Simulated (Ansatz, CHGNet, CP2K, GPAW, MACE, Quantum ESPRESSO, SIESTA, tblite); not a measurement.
## Atom list for Random packing of Sn (61 atoms)

The starting structure: 61 atoms (61 Sn) packed at random in a cube at 7.11 g/cm³ and pushed apart as soft spheres; a start for melting by ab initio MD, not an equilibrated structure. Then every atom was moved at random, 0.05 Å r.m.s. a Cartesian component.

This is the built cell with every atom moved at random. Method: Kohn-Sham DFT, PBE, SSSP efficiency 1.3.0 pseudopotentials, plane waves; sssp-1.3.0-efficiency; 45/360 Ry; levels smeared at 580 K (Quantum ESPRESSO 7.5); Γ point; density 7.11 g/cm³.

Extended XYZ; positions in Å, forces in eV/Å:

```xyz
61
Lattice="11.914 0.000 0.000 0.000 11.914 0.000 0.000 0.000 11.914" Properties=species:S:1:pos:R:3:forces:R:3 pbc="T T T"
Sn 11.627 1.693 0.022 -1.021 -0.920 1.710
Sn 5.331 0.032 1.098 0.994 -0.415 0.714
Sn 9.605 6.442 11.356 -1.512 1.168 -1.779
Sn 3.112 4.125 0.997 0.754 0.948 1.574
Sn 7.430 6.866 8.985 1.487 0.786 0.040
Sn 3.799 6.304 3.364 -1.385 0.783 1.022
Sn 4.738 3.759 6.313 0.088 0.524 1.331
Sn 2.201 0.680 6.252 2.235 1.173 -0.719
Sn 8.683 1.739 11.174 -1.059 0.221 1.682
Sn 5.376 1.707 4.262 -1.257 -0.634 -2.044
Sn 2.602 9.934 3.205 0.625 -0.381 -0.365
Sn 4.034 10.002 7.744 -1.688 2.131 1.982
Sn 4.074 10.758 10.426 0.132 0.388 0.914
Sn 1.320 8.156 8.619 0.075 -0.866 -1.131
Sn 1.025 6.059 0.684 0.496 -1.989 -2.199
Sn 7.239 0.429 8.646 -0.494 -1.466 0.488
Sn 6.143 2.899 11.074 0.248 -0.425 -0.391
Sn 0.055 0.042 7.494 -0.845 -1.211 1.019
Sn 10.574 0.783 9.675 0.259 -1.601 -1.295
Sn 11.165 4.763 9.936 -0.318 0.129 -1.497
Sn 5.702 8.217 7.279 2.578 -1.517 2.052
Sn 7.241 4.210 4.506 0.085 0.122 0.855
Sn 8.146 9.758 5.055 0.344 1.461 0.492
Sn 0.390 2.987 2.368 1.998 -0.402 -1.029
Sn 3.660 1.897 11.409 0.170 -1.855 -1.343
Sn 1.345 3.424 10.978 0.535 1.189 -1.384
Sn 11.108 9.510 3.331 -1.501 1.128 3.926
Sn 3.653 6.631 9.358 -0.757 -0.510 -1.504
Sn 2.454 11.682 1.142 1.281 0.904 -0.778
Sn 5.781 5.514 10.609 -0.068 0.143 -0.259
Sn 4.888 1.103 6.983 0.041 -0.869 1.979
Sn 7.579 0.730 5.410 0.328 -2.033 1.042
Sn 9.842 7.614 1.905 -2.180 1.604 0.184
Sn 7.944 2.054 2.933 0.413 -2.061 -2.701
Sn 2.403 3.629 8.435 0.405 0.568 -0.857
Sn 10.453 9.489 7.663 0.382 -0.519 -1.339
Sn 4.864 9.386 5.014 0.420 0.564 -2.487
Sn 10.337 0.303 5.053 0.161 -1.838 -1.096
Sn 0.417 10.202 10.224 -0.094 0.905 0.953
Sn 11.391 4.661 6.745 0.714 -0.597 0.397
Sn 3.337 3.445 3.816 -1.712 0.097 -0.538
Sn 5.124 6.482 1.129 0.173 1.901 -0.753
Sn 7.554 10.091 0.169 -0.013 1.359 -0.316
Sn 2.369 5.938 5.823 -0.646 -0.323 1.183
Sn 2.127 9.910 5.840 -1.684 -1.051 0.242
Sn 0.482 6.593 3.331 0.683 -1.211 0.996
Sn 0.320 2.256 5.070 1.930 0.440 0.604
Sn 2.547 8.199 11.435 2.376 0.171 -1.262
Sn 9.389 1.865 7.290 1.451 0.946 -0.377
Sn 10.094 3.401 3.972 -1.318 1.646 0.910
Sn 8.762 9.725 9.737 -0.470 -0.141 0.060
Sn 0.709 8.641 1.301 0.548 0.057 -0.586
Sn 0.123 7.772 5.736 -0.688 0.647 1.277
Sn 9.273 6.445 6.866 -0.201 0.406 -0.122
Sn 6.712 8.719 2.252 -0.782 -0.186 1.194
Sn 10.375 5.039 1.670 -0.924 -2.445 0.326
Sn 5.679 6.277 5.540 -1.136 -0.313 -0.296
Sn 7.971 7.108 4.356 1.486 -0.774 -0.843
Sn 7.455 3.310 8.401 -1.087 2.094 0.504
Sn 6.769 4.339 1.506 1.254 -0.250 0.670
Sn 11.804 11.152 1.341 -2.310 2.198 -1.028
```

Only the Γ point is sampled, in a cell whose shortest periodic width is 12 Å, which is coarse for a cell with partly filled levels.

The r.m.s. force component is 1.18 eV/Å; the longest force, 4.35 eV/Å, acts on Sn27.

[Logs are printed without paths, hosts, clocks, repeated set-up lines and the standing remarks that a program may print on its own settings, such as how far it seeks lower states.]

[Hosts, paths, dates, database ids (printed as entryN), source tags and the programs' standing remarks are cut or masked in the printed files.]
